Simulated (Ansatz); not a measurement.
### TaAgO3 (R3c): spin-orbit coupling beyond the local functionals

It takes space group R3c (No. 161, trigonal). Conventional cell: a = 5.528 Å, b = 5.528 Å, c = 13.716 Å, α = 90.00°, β = 90.00°, γ = 120.00°. Nearest to Ta lie 6 O at 1.96 to 2.03 Å. Nearest to Ag lie 6 O at 2.40 to 2.78 Å. Nearest to O lie 2 Ta at 1.96 to 2.03 Å and 2 Ag at 2.40 to 2.78 Å. Farther neighbours and most contacts between anions are not listed.

| Quantity | Value |
| --- | --- |
| method | DFT, HSE06 with spin-orbit coupling, plane waves, PAW; PAW set soft_1 (and 1 further level or step) |
| program | Ansatz 0.2.0 |
| settings of one run | cutoff 420 eV, 4×4×4 k-mesh, PAW set soft 1 |
| cost | 2 runs, 2.8 min in all on 1 × NVIDIA H100 80GB HBM3 (shared by 6 runs) with 3 threads of AMD EPYC 7R13 (Zen 3), shared host (the runs of this entry) |
| notes | Geometry: measured cell, ions relaxed with LDA. The lattice is static and excitons are left out. |
| HSE06 | 3.42 eV |
| HSE06+SOC | 3.37 eV |

Spin-orbit coupling changes the gap by −0.06 eV and the least direct gap by −0.12 eV. Against experiment, by HSE06+SOC: the gap of 3.37 eV lies +0.01 eV from the measured 3.36 eV (indirect, 2020).

[Runs of the session that timed out or met a known fault of the program may be left out.]

[Cells called generated may have been cut or substituted from an entry of the Crystallography Open Database or the Materials Project.]

[Hosts, paths, dates, database ids (printed as entryN), source tags and the programs' standing remarks are cut or masked in the printed files.]
